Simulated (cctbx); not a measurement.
**A disordered crystal of nominal TmTi2Ge2**

Cell a = 4.1660 Å, b = 4.1660 Å, c = 10.3770 Å, α = 90.00°, β = 90.00°, γ = 90.00°; space group I4/mmm (no. 139); nominal formula TmTi2Ge2.

Simulated single-crystal data (cctbx): synchrotron X-rays, λ = 0.7749 Å, to d = 0.65 Å, 50 % of the full sphere, strongest reflection 70000 counts, noise from counting, a 3 % proportional error and a noise floor of 8 counts (s.d.); no absorption.

With every site full:

```text
Rint 0.023, 124 unique reflections to 0.65 A
cycle     R1     wR2    GooF  max shift (A)
   1  0.1210  0.3005  17.642   0.00029
   2  0.0106  0.0275   1.612   0.00000
final R1 0.0106 wR2 0.0275 GooF 1.612  parameters 7  data/parameter 17.7
atom        x        y        z      Ueq    occ   su(xyz)  su(Uiso or U11)
Tm1    0.00000  0.00000  0.00000   0.0096  1.000  0.00000  0.0001
Ge1    0.50000  0.50000  0.12773   0.0135  1.000  0.00005  0.0002
Ti1    0.50000  0.00000  0.25000   0.0182  1.000  0.00000  0.0003
difference map: max 0.95 min -0.40 rms 0.17
Q1    0.0000  0.0000  0.3718    4    0.99  0.01 A from Ge1
Q2    0.0000  0.5000  0.2500    4    0.68  0.00 A from Ti1
Q3    0.0000  0.0000  0.0000    2    0.32  0.00 A from Tm1
Q4    0.0000  0.0000  0.2628    4    0.31  1.14 A from Ge1
Q5    0.0000  0.0000  0.1042    4    0.25  1.08 A from Tm1
Q6    0.0000  0.5000  0.0758    8    0.25  1.81 A from Ti1
```

With the occupancies of the suspect sites free, each still typed as its main element:

```text
Rint 0.023, 124 unique reflections to 0.65 A
cycle     R1     wR2    GooF  max shift (A)
   1  0.0507  0.2142  12.627   0.00013
   5  0.0066  0.0154   0.910   0.00000
final R1 0.0066 wR2 0.0154 GooF 0.909  parameters 8  data/parameter 15.5
atom        x        y        z      Ueq    occ   su(xyz)  su(Uiso or U11)
Tm1    0.00000  0.00000  0.00000   0.0097  0.971  0.00000  0.0001
Ge1    0.50000  0.50000  0.12771   0.0147  1.000  0.00003  0.0001
Ti1    0.50000  0.00000  0.25000   0.0195  1.000  0.00000  0.0002
su of occupancy Tm1: 0.002
difference map: max 0.41 min -0.30 rms 0.10
Q1    0.0000  0.0000  0.2636    4    0.41  1.13 A from Ge1
Q2    0.0000  0.5000  0.0756    8    0.30  1.81 A from Ti1
Q3    0.0000  0.5000  0.1906    8    0.29  0.62 A from Ti1
Q4    0.0000  0.0000  0.4597    4    0.26  0.91 A from Ge1
Q5    0.0000  0.2777  0.1123   16    0.24  1.64 A from Tm1
Q6    0.0000  0.1783  0.5000    8    0.23  1.52 A from Ge1
```

**Question.** What is the disorder?

X-rays count electrons. Tm1 refines to 0.971(0.002), or 67.0 electrons; the site truly holds 0.97 Tm, 66.9 electrons, which is 0.970 of Tm. A value under 1 can't tell vacancies from a lighter guest, and one over 1 needs a heavier guest; chemistry or a second radiation must settle which. Occupancy correlates with U and the scale, so the match is approximate.

Freeing them takes R1 from 0.0106 to 0.0066 and GooF from 1.61 to 0.91.

The model was made for the exercise: a known structure type with other elements put in, its volume estimated, not relaxed; displacement parameters are assumed.

[Middle refinement cycles are left out of these outputs.]

[Logs are printed without paths, hosts, clocks, repeated set-up lines and the standing remarks that a program may print on its own settings, such as how far it seeks lower states.]
